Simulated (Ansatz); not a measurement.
# What SbAs (model cell, started as zinc blende) distorts into, part 2 of 3

Wanted: the energy along a soft mode of SbAs (model cell, started as zinc blende) and the structure at the end.

Ansatz 0.2.0; DFT PBEsol, scalar-relativistic, plane waves, PAW.

So far, highest frequency on the path or at a solved wavevector (cm⁻¹): step 2 (the dispersion) 175. Also lowest frequency on the path (cm⁻¹): step 2 -51.1.

The structure was built from a prototype and need not be the compound's stable phase.

### Step 4. The mode frozen in, largest atomic shift 0.45 Å

The atoms are moved along the unstable eigenvector, the largest shift by 0.45 Å, with the cell fixed.

input.yaml reads:

```yaml
crystal:
  lattice:
    - [0.0, 3.2138340659, 3.2138340659]
    - [-6.4276681319, 0.0, 0.0]
    - [0.0, -6.4276681319, 6.4276681319]
  atoms:
    - { symbol: Sb, position: [0.0, 0.0, 0.0306832202] }
    - { symbol: Sb, position: [0.0, 0.0, 0.4693167798] }
    - { symbol: Sb, position: [0.5, 0.5653558686, 0.25] }
    - { symbol: Sb, position: [0.5, 0.4346441314, 0.75] }
    - { symbol: As, position: [0.5, 0.75, -0.0319204792] }
    - { symbol: As, position: [0.5, 0.75, 0.5319204792] }
    - { symbol: As, position: [0.0, 0.3200098373, 0.25] }
    - { symbol: As, position: [0.0, 0.1799901627, 0.75] }
kpoints:
  mp_grid: { grid: [8, 6, 4] }
hamiltonian:
  xc: pbesol
scf:
  occupations: { method: methfessel_paxton, width: 0.2 }
output:
  forces: true
  stress: true
  eigenvalues: true
```

Launch:

```console
$ ansatz run input.yaml --threads 4 --pin off --max-ram 7168MiB --backend cpu --events-out ev --progress --plain --runs-dir out
```

Numbers of over 12 decimals in the logs are rounded to 6 here.

The program printed:

```text
[...]
Crystal: 8 atoms, lattice volume = 265.559 Å³
Basis set: ecut = 420 eV, 5197 PW (Γ), exchange–correlation on 64×90×128 points (8 copies of the dense FFT grid, shifted against one another)
Bands: 72, of which v1, the nominal top of the filled ones, is band 60 counted from 1 (59 counted from 0)
Symmetry: 4 space group operations
[...]
k-points: 60 of 192 (time reversal used)
[...]
k-point 0: bands = [... 56 lower, 5.0730, 5.8069, 5.9933, 6.1262, 6.5441, 7.5077, 7.6653, 7.7362, ... 8 higher]
  k-point 1: bands = [... 56 lower, 5.2702, 5.8774, 5.9566, 6.3606, 6.7406, 7.7598, 7.8203, 7.8514, ... 8 higher]
  k-point 2: bands = [... 56 lower, 5.5479, 5.6940, 6.0910, 6.1806, 7.7662, 7.8124, 8.0066, 8.0736, ... 8 higher]
  k-point 59: bands = [... 56 lower, 5.7193, 5.7744, 6.7254, 6.8748, 7.7367, 7.8562, 8.4384, 8.6366, ... 8 higher]
[key lines of the parts left out:]
SCF converged after 7 iterations
Free energy (F): -44881.577502 eV
Fermi energy:    6.798009 eV
P = ⅓ Tr σ = -2.2325 GPa (-22.325 kbar)
```

Run time: 19 s. Hardware: 4 threads of Arm Neoverse V2, shared host; peak memory 1.1 GiB; 76 s of CPU time.

This step gave:

| Property | Result |
| --- | --- |
| pressure | -2.232 GPa |
| energy from the undistorted cell | -18.65 meV/atom |

The energy, extrapolated to zero smearing, is -18.65 meV/atom against the undistorted cell.

The run ends at a pressure of -2.23 GPa, with forces up to 0.18 eV/Å.

### Step 5. Energy along the mode, all amplitudes (two of the runs are shown above)

An imaginary frequency means negative curvature, so the energy should fall and then rise again as anharmonic terms take over.

This step gave:

```
depth at the lowest point sampled  : 18.65 meV/atom
largest atomic shift at that point : 0.45 Å
```

Energy from the parent against largest atomic shift:

| largest atomic shift (Å) | energy from the parent (meV/atom) |
| --- | --- |
| 0.000 | 0 |
| 0.040 | -0.537 |
| 0.080 | -2.04 |
| 0.140 | -5.53 |
| 0.220 | -11.1 |
| 0.320 | -16.8 |
| 0.450 | -18.7 |
| 0.600 | -11.0 |

Displacement at unit largest shift by atom:

| atom | x (Å) | y (Å) | z (Å) | size |
| --- | --- | --- | --- | --- |
| Sb1 | 0.00 | -0.44 | 0.44 | 0.62 |
| Sb2 | 0.00 | 0.44 | -0.44 | 0.62 |
| Sb3 | -0.93 | 0.00 | 0.00 | 0.93 |
| Sb4 | 0.93 | 0.00 | 0.00 | 0.93 |
| As5 | 0.00 | 0.46 | -0.46 | 0.64 |
| As6 | 0.00 | -0.46 | 0.46 | 0.64 |
| As7 | -1.00 | 0.00 | 0.00 | 1.00 |
| As8 | 1.00 | 0.00 | 0.00 | 1.00 |

The lowest of the steps tried is at 0.45 Å, 18.7 meV/atom below the parent; the bottom of the well need not coincide with a step.

### Step 6. Relaxing from the distorted cell

Starting from the lowest point found, all atoms and the cell are let go, so that strain and other modes of the same symmetry can join in.

Changes to input.yaml since step 4:

```diff
@@ -24 +24,10 @@
   eigenvalues: true
+  write_density: true
+  write_potential: true
+  elf: true
+  volumetric_format: npy
+relax:
+  adjacent_minimum: "off"
+  f_tol: 0.002
+  max_steps: 120
+  cell: { stress_tol: 0.03 }
```

The program printed:

```text
[...]
Crystal: 8 atoms, lattice volume = 265.559 Å³
Basis set: ecut = 420 eV, 5197 PW (Γ), exchange–correlation on 64×90×128 points (8 copies of the dense FFT grid, shifted against one another)
Bands: 72, of which v1, the nominal top of the filled ones, is band 60 counted from 1 (59 counted from 0)
Symmetry: 4 space group operations
[...]
k-points: 60 of 192 (time reversal used)
[...]
SCF iter   1: F=—  HF=-44881.589914 eV  |F-HF|=—  |Δ(HF+E_count)|=         —  Δρ=3.01e-3  dr2=4.93e-2  ethr=1.77e-3  ⟨swp⟩=6.0  Hψ=15601  notcnv=0
[...]
SCF iter   7: F=-44881.577502 eV  HF=-44881.577502 eV  |F-HF|=7.45e-8  |Δ(HF+E_count)|=   4.07e-8  S|Δr|=    0.00e0  Δρ=5.01e-6  dr2=9.35e-8  ethr=8.33e-11  ⟨swp⟩=12.3  Hψ=33146  notcnv=0
SCF 1 converged in 7 iterations: F = -44881.577502 eV  dr2 = 9.35e-8
[...]
relax step   1: F+E_penalty+E_count = -44881.57750225 eV  Δ(F+E_penalty+E_count) = +0.000e0 eV  max|allowed force component| = 1.814e-1 eV/Å  Δτ_max = 0.0000 Å  P = -2.232 GPa  Ω = 265.559 Å³  (7 SCF iters, dr2 threshold 1.00e-7 eV, accepted)
Crystal: 8 atoms, lattice volume = 239.352 Å³
Basis set: ecut = 420 eV, 4695 PW (Γ), exchange–correlation on 64×90×128 points (8 copies of the dense FFT grid, shifted against one another)
[...]
SCF iter   6: F=-44881.740366 eV  HF=-44881.740367 eV  |F-HF|=3.86e-7  |Δ(HF+E_count)|=   7.25e-6  S|Δr|=    0.00e0  Δρ=1.36e-5  dr2=7.96e-7  ethr=6.67e-10  ⟨swp⟩=10.0  Hψ=36111  notcnv=0
SCF 2 converged in 6 iterations: F = -44881.740366 eV  dr2 = 7.96e-7
[...]
relax step   2: F+E_penalty+E_count = -44881.74036634 eV  Δ(F+E_penalty+E_count) = -1.629e-1 eV  max|allowed force component| = 3.277e-1 eV/Å  Δτ_max = 0.1400 Å  P = +1.634 GPa  Ω = 239.352 Å³  energy of the carried Pulay correction = +4.039e-3 eV  (6 SCF iters, dr2 threshold 8.00e-7 eV, accepted)
Crystal: 8 atoms, lattice volume = 235.320 Å³
Basis set: ecut = 420 eV, 4587 PW (Γ), exchange–correlation on 64×90×128 points (8 copies of the dense FFT grid, shifted against one another)
[...]
SCF iter   7: F=-44881.945777 eV  HF=-44881.945777 eV  |F-HF|=3.37e-9  |Δ(HF+E_count)|=   1.21e-7  S|Δr|=    0.00e0  Δρ=5.77e-6  dr2=8.65e-8  ethr=6.67e-10  ⟨swp⟩=11.1  Hψ=33401  notcnv=0
SCF 3 converged in 7 iterations: F = -44881.945777 eV  dr2 = 8.65e-8
relax step   3: F+E_penalty+E_count = -44881.94577712 eV  Δ(F+E_penalty+E_count) = -2.054e-1 eV  max|allowed force component| = 2.694e-1 eV/Å  Δτ_max = 0.1945 Å  P = +0.024 GPa  Ω = 235.320 Å³  energy of the carried Pulay correction = +4.698e-3 eV  (7 SCF iters, dr2 threshold 8.00e-7 eV, accepted)
[... from here on, the SCF cycles and remarks between the steps are left out ...]
relax step   4: F+E_penalty+E_count = -44882.11426632 eV  Δ(F+E_penalty+E_count) = -1.685e-1 eV  max|allowed force component| = 2.557e-1 eV/Å  Δτ_max = 0.1273 Å  P = -0.535 GPa  Ω = 227.477 Å³  energy of the carried Pulay correction = +6.011e-3 eV  (6 SCF iters, dr2 threshold 8.00e-7 eV, accepted)
relax step   5: F+E_penalty+E_count = -44882.13556729 eV  Δ(F+E_penalty+E_count) = -2.130e-2 eV  max|allowed force component| = 5.336e-1 eV/Å  Δτ_max = 0.1164 Å  P = -1.129 GPa  Ω = 227.044 Å³  energy of the carried Pulay correction = +6.085e-3 eV  (6 SCF iters, dr2 threshold 8.00e-7 eV, accepted)
relax step   6: F+E_penalty+E_count = -44882.26461363 eV  Δ(F+E_penalty+E_count) = -1.290e-1 eV  max|allowed force component| = 2.235e-1 eV/Å  Δτ_max = 0.1055 Å  P = +0.250 GPa  Ω = 225.524 Å³  energy of the carried Pulay correction = +6.345e-3 eV  (6 SCF iters, dr2 threshold 8.00e-7 eV, accepted)
relax step   7: F+E_penalty+E_count = -44882.27719841 eV  Δ(F+E_penalty+E_count) = -1.258e-2 eV  max|allowed force component| = 4.477e-1 eV/Å  Δτ_max = 0.1487 Å  P = +1.953 GPa  Ω = 220.508 Å³  energy of the carried Pulay correction = +7.214e-3 eV  (6 SCF iters, dr2 threshold 8.00e-7 eV, accepted)
relax step   8: F+E_penalty+E_count = -44882.38004940 eV  Δ(F+E_penalty+E_count) = -1.029e-1 eV  max|allowed force component| = 2.803e-1 eV/Å  Δτ_max = 0.0684 Å  P = +0.288 GPa  Ω = 225.693 Å³  energy of the carried Pulay correction = +6.316e-3 eV  (6 SCF iters, dr2 threshold 8.00e-7 eV, accepted)
relax step   9: F+E_penalty+E_count = -44882.38682601 eV  Δ(F+E_penalty+E_count) = -6.777e-3 eV  max|allowed force component| = 2.178e-1 eV/Å  Δτ_max = 0.1129 Å  P = -0.421 GPa  Ω = 232.455 Å³  energy of the carried Pulay correction = +5.173e-3 eV  (6 SCF iters, dr2 threshold 8.00e-7 eV, accepted)
relax step  10: F+E_penalty+E_count = -44882.40282346 eV  Δ(F+E_penalty+E_count) = -1.600e-2 eV  max|allowed force component| = 6.974e-2 eV/Å  Δτ_max = 0.0797 Å  P = -0.778 GPa  Ω = 232.042 Å³  energy of the carried Pulay correction = +5.242e-3 eV  (6 SCF iters, dr2 threshold 8.00e-7 eV, accepted)
relax step  11: F+E_penalty+E_count = -44882.41513462 eV  Δ(F+E_penalty+E_count) = -1.231e-2 eV  max|allowed force component| = 9.544e-2 eV/Å  Δτ_max = 0.0275 Å  P = +0.218 GPa  Ω = 228.648 Å³  energy of the carried Pulay correction = +5.813e-3 eV  (6 SCF iters, dr2 threshold 8.00e-7 eV, accepted)
relax step  12: F+E_penalty+E_count = -44882.41736738 eV  Δ(F+E_penalty+E_count) = -2.233e-3 eV  max|allowed force component| = 4.355e-3 eV/Å  Δτ_max = 0.0173 Å  P = -0.013 GPa  Ω = 229.123 Å³  energy of the carried Pulay correction = +5.732e-3 eV  (5 SCF iters, dr2 threshold 5.69e-7 eV, accepted)
relax step  13: F+E_penalty+E_count = -44882.41741338 eV  Δ(F+E_penalty+E_count) = -4.600e-5 eV  max|allowed force component| = 3.705e-3 eV/Å  Δτ_max = 0.0013 Å  P = -0.004 GPa  Ω = 229.004 Å³  energy of the carried Pulay correction = +5.752e-3 eV  (5 SCF iters, dr2 threshold 3.26e-9 eV, accepted)
relax step  14: F+E_penalty+E_count = -44882.41741700 eV  Δ(F+E_penalty+E_count) = -3.618e-6 eV  max|allowed force component| = 2.232e-4 eV/Å  Δτ_max = 0.0004 Å  P = -0.000 GPa  Ω = 229.003 Å³  energy of the carried Pulay correction = +5.753e-3 eV  (5 SCF iters, dr2 threshold 8.58e-10 eV, accepted)
relax step  15: F+E_penalty+E_count = -44882.42854739 eV  Δ(F+E_penalty+E_count) = -1.113e-2 eV  max|allowed force component| = 1.779e-3 eV/Å  Δτ_max = 0.0000 Å  P = +0.120 GPa  Ω = 229.003 Å³  stress off target by 3.72e-1 GPa  SCF on the basis re-selected at this cell (its energy is not comparable with the rows above)  (7 SCF iters)
relax step  16: F+E_penalty+E_count = -44882.43133724 eV  Δ(F+E_penalty+E_count) = -2.790e-3 eV  max|allowed force component| = 2.092e-2 eV/Å  Δτ_max = 0.0076 Å  P = +0.035 GPa  Ω = 229.305 Å³  energy of the carried Pulay correction = -5.832e-5 eV  (5 SCF iters, dr2 threshold 3.45e-7 eV, accepted)
relax step  17: F+E_penalty+E_count = -44882.43149336 eV  Δ(F+E_penalty+E_count) = -1.561e-4 eV  max|allowed force component| = 5.413e-3 eV/Å  Δτ_max = 0.0053 Å  P = -0.003 GPa  Ω = 229.643 Å³  energy of the carried Pulay correction = -1.199e-4 eV  (5 SCF iters, dr2 threshold 2.73e-8 eV, accepted)
relax step  18: F+E_penalty+E_count = -44882.43151587 eV  Δ(F+E_penalty+E_count) = -2.251e-5 eV  max|allowed force component| = 3.023e-3 eV/Å  Δτ_max = 0.0012 Å  P = -0.004 GPa  Ω = 229.623 Å³  energy of the carried Pulay correction = -1.165e-4 eV  (5 SCF iters, dr2 threshold 1.83e-9 eV, accepted)
relax step  19: F+E_penalty+E_count = -44882.43151815 eV  Δ(F+E_penalty+E_count) = -2.280e-6 eV  max|allowed force component| = 4.246e-4 eV/Å  Δτ_max = 0.0004 Å  P = -0.000 GPa  Ω = 229.621 Å³  energy of the carried Pulay correction = -1.160e-4 eV  (5 SCF iters, dr2 threshold 5.71e-10 eV, accepted)
Basis set: ecut = 420 eV, 4487 PW (Γ), exchange–correlation on 54×108×108 points (8 copies of the dense FFT grid, shifted against one another)
[...]
SCF iter   6: F=-44882.431630 eV  HF=-44882.431630 eV  |F-HF|=1.46e-11  |Δ(HF+E_count)|=  1.46e-11  S|Δr|=    0.00e0  Δρ=2.92e-8  dr2=1.45e-12  ethr=1.00e-12  ⟨swp⟩=6.0  Hψ=17701  notcnv=0
SCF 20 converged in 6 iterations: F = -44882.431630 eV  dr2 = 1.45e-12
relax step  20: F+E_penalty+E_count = -44882.43162993 eV  Δ(F+E_penalty+E_count) = -1.118e-4 eV  max|allowed force component| = 4.417e-4 eV/Å  Δτ_max = 0.0000 Å  P = -0.001 GPa  Ω = 229.621 Å³  stress off target by 1.39e-3 GPa  SCF on the basis re-selected at this cell (its energy is not comparable with the rows above)  (6 SCF iters)
[...]
SCF converged after 6 iterations
[...]
Free energy (F): -44882.431630 eV
[...]
Internal energy: -44882.436856 eV  (E = F + TS)
E sigma→0 (E₀):  -44882.432937 eV
Entropy (-TS):   0.005226 eV (0.653 meV/atom)
Fermi energy:    8.642263 eV
[...]
--- Forces (eV/Å), atoms counted from 1 ---
  atom   1  Sb     0.00044175     0.00017219    -0.00017219
  atom   2  Sb     0.00044175    -0.00017219     0.00017219
  atom   3  Sb     0.00019855     0.00000000     0.00000000
  atom   4  Sb     0.00011061     0.00000000    -0.00000000
  atom   5  As    -0.00035060    -0.00028855     0.00028855
  atom   6  As    -0.00035060     0.00028855    -0.00028855
  atom   7  As    -0.00037077    -0.00000000     0.00000000
  atom   8  As    -0.00012057    -0.00000000    -0.00000000
  max |Σ_I F_I| component: 1.12e-7 eV/Å
--- Stress (GPa, compression-positive) ---
       -0.001390       0.000000      -0.000000
        0.000000      -0.000378      -0.000568
       -0.000000      -0.000568      -0.000378
  P = ⅓ Tr σ = -0.0007 GPa (-0.007 kbar)
--- Band table (eV; the first three rows and the last of 60) ---
  k-point 0: bands = [... 56 lower, 7.3382, 7.7264, 8.2416, 8.4916, 8.5117, 9.0513, 9.9433, 10.0698, ... 8 higher]
  k-point 1: bands = [... 56 lower, 7.3986, 7.5352, 8.0786, 8.3266, 9.0454, 9.3469, 10.0947, 10.2887, ... 8 higher]
  k-point 2: bands = [... 56 lower, 7.3037, 7.4439, 7.8017, 8.1996, 9.6386, 9.7281, 10.3976, 10.5361, ... 8 higher]
  k-point 59: bands = [... 56 lower, 5.6858, 5.8920, 8.0169, 8.2108, 8.9853, 9.3175, 9.3905, 9.5680, ... 8 higher]
--- Relaxed structure (18 steps of the walk, 18 accepted, 2 SCFs on fresh bases) ---
  F+E_penalty+E_count = -44882.43162993 eV   max|allowed force component| = 4.417e-4 eV/Å   (the final SCF, on the basis selected at the relaxed cell)
  cell:  # Å, volume = 229.6209 Å³
    - [0, 2.748922, 2.748922]
    - [-7.526631, 0, 0]
    - [0, -5.549049, 5.549049]
  atoms:
    - { symbol: Sb, position: [-6.938893903907228e-18, -0.014828, 0.046685] }
    - { symbol: Sb, position: [0.0, -0.014828, 0.453315] }
    - { symbol: Sb, position: [0.5, 0.579786, 0.250000] }
    - { symbol: Sb, position: [0.5, 0.411845, 0.75] }
    - { symbol: As, position: [0.5, 0.759983, -0.067792] }
    - { symbol: As, position: [0.500000, 0.759983, 0.567792] }
    - { symbol: As, position: [0.0, 0.343725, 0.250000] }
    - { symbol: As, position: [0.0, 0.174334, 0.750000] }
```

Run time: 9.4 min. Hardware: 4 threads; peak memory 1.4 GiB; 37 min of CPU time.

The steps of the relaxation:

| step | energy less that of the first step (eV) | largest force component (eV/Å) | pressure (GPa) | volume (Å³) |
| --- | --- | --- | --- | --- |
| 1 | 0.0000 | 0.1814 | -2.23 | 265.56 |
| 2 | -0.1629 | 0.3277 | 1.63 | 239.35 |
| 3 | -0.3683 | 0.2694 | 0.02 | 235.32 |
| 4 | -0.5368 | 0.2557 | -0.53 | 227.48 |
| 5 | -0.5581 | 0.5336 | -1.13 | 227.04 |
| 6 | -0.6871 | 0.2235 | 0.25 | 225.52 |
| 7 | -0.6997 | 0.4477 | 1.95 | 220.51 |
| 8 | -0.8025 | 0.2803 | 0.29 | 225.69 |
| 9 | -0.8093 | 0.2178 | -0.42 | 232.46 |
| 10 | -0.8253 | 0.0697 | -0.78 | 232.04 |
| 11 | -0.8376 | 0.0954 | 0.22 | 228.65 |
| 12 | -0.8399 | 0.0044 | -0.01 | 229.12 |
| 13 | -0.8399 | 0.0037 | 0.00 | 229.00 |
| 14 | -0.8399 | 0.0002 | 0.00 | 229.00 |
| 15* | -0.8510 | 0.0018 | 0.12 | 229.00 |
| 16 | -0.8538 | 0.0209 | 0.04 | 229.30 |
| 17 | -0.8540 | 0.0054 | 0.00 | 229.64 |
| 18 | -0.8540 | 0.0030 | 0.00 | 229.62 |
| 19 | -0.8540 | 0.0004 | 0.00 | 229.62 |
| 20* | -0.8541 | 0.0004 | 0.00 | 229.62 |

Relaxation steps marked * repeat the geometry before them on a plane-wave basis chosen anew for their cell, so energy and pressure can jump there.

Forces are held to the 4 operations that the run works with; a distortion that breaks them can't arise in this run.

| cell as run | before | after | change |
| --- | --- | --- | --- |
| a (Å) | 4.545 | 3.888 | -14.5 % |
| b (Å) | 6.428 | 7.527 | +17.1 % |
| c (Å) | 9.090 | 7.848 | -13.7 % |
| volume (Å³/atom) | 33.19 | 28.70 | -13.5 % |

The atoms that moved most (Å, as changes of fractional coordinates times the final cell):

| atom | dx | dy | dz | length |
| --- | --- | --- | --- | --- |
| As5 | -0.075 | 0.199 | -0.199 | 0.291 |
| As6 | -0.075 | -0.199 | 0.199 | 0.291 |
| As7 | -0.178 | 0.000 | 0.000 | 0.178 |
| Sb4 | 0.172 | 0.000 | 0.000 | 0.172 |
| Sb1 | 0.112 | -0.089 | 0.089 | 0.168 |
| Sb2 | 0.112 | 0.089 | -0.089 | 0.168 |
| Sb3 | -0.109 | 0.000 | 0.000 | 0.109 |
| As8 | 0.043 | 0.000 | 0.000 | 0.043 |

This step gave:

```
pressure        : -7.16e-4 GPa
volume per atom : 28.70 Å³
```

Electrostatic potential energy in the bc plane at fractional x = 0.000, with atoms of Sb and As within 0.2 Å of it. With pseudopotentials it is smooth inside the atoms' cores, unlike the true potential.

Ten even steps from '0' (-19 eV) to '9' (13 eV), each cell a mean:
```
015899999999999998510
467888999999999998754
775446899999999999988
853553689999999999999
846995489999999999999
845995489999999999999
853553689999999999999
776446899999999999988
457888999999999998754
015899999999999998510
003799999999999987200
002799999999999986200
004798777899999997300
247886333589999998632
678873796378999999876
889863999368999999988
678873686378999999876
247886433689999998631
004798777899999997300
002799999999999986200
003799999999999987200
```
Columns run along b (7.5 Å; values clipped at the 3rd and 97th percentile), rows up along c (7.8 Å). Atoms in or near the plane, at fractional coordinates: Sb at (0.99, 0.05), Sb at (0.99, 0.45), As at (0.34, 0.25), As at (0.17, 0.75).

Valence density in the bc plane at fractional x = 0.000, with atoms of Sb and As within 0.2 Å of it. It is the smooth field of the valence electrons, not physical close to the nuclei.

Ten steps, logarithmic in the rise over the least value, from '0' (0 e/Å³) to '9' (27 e/Å³), each cell a mean:
```
432100000000000001134
221110000000000000112
112221100000000000001
124663100000000000000
126995210000000000000
126995210000000000000
124663100000000000000
112221100000000000001
221110000000000000112
432100000000000001135
852100000000000001258
863100000000000001368
642111111100000001246
321112343210000000123
110113787310000000011
100014898410000000001
110113686310000000011
321112343110000000123
642111111100000001246
863100000000000001368
852100000000000001258
```
Columns run along b (7.5 Å), rows up along c (7.8 Å). Atoms in or near the plane, at fractional coordinates: Sb at (0.99, 0.05), Sb at (0.99, 0.45), As at (0.34, 0.25), As at (0.17, 0.75).

(Continued in part 3 of 3.)

[Logs are printed without paths, hosts, clocks, repeated set-up lines and the standing remarks that a program may print on its own settings, such as how far it seeks lower states.]

[Hosts, paths, dates, database ids (printed as entryN), source tags and the programs' standing remarks are cut or masked in the printed files.]
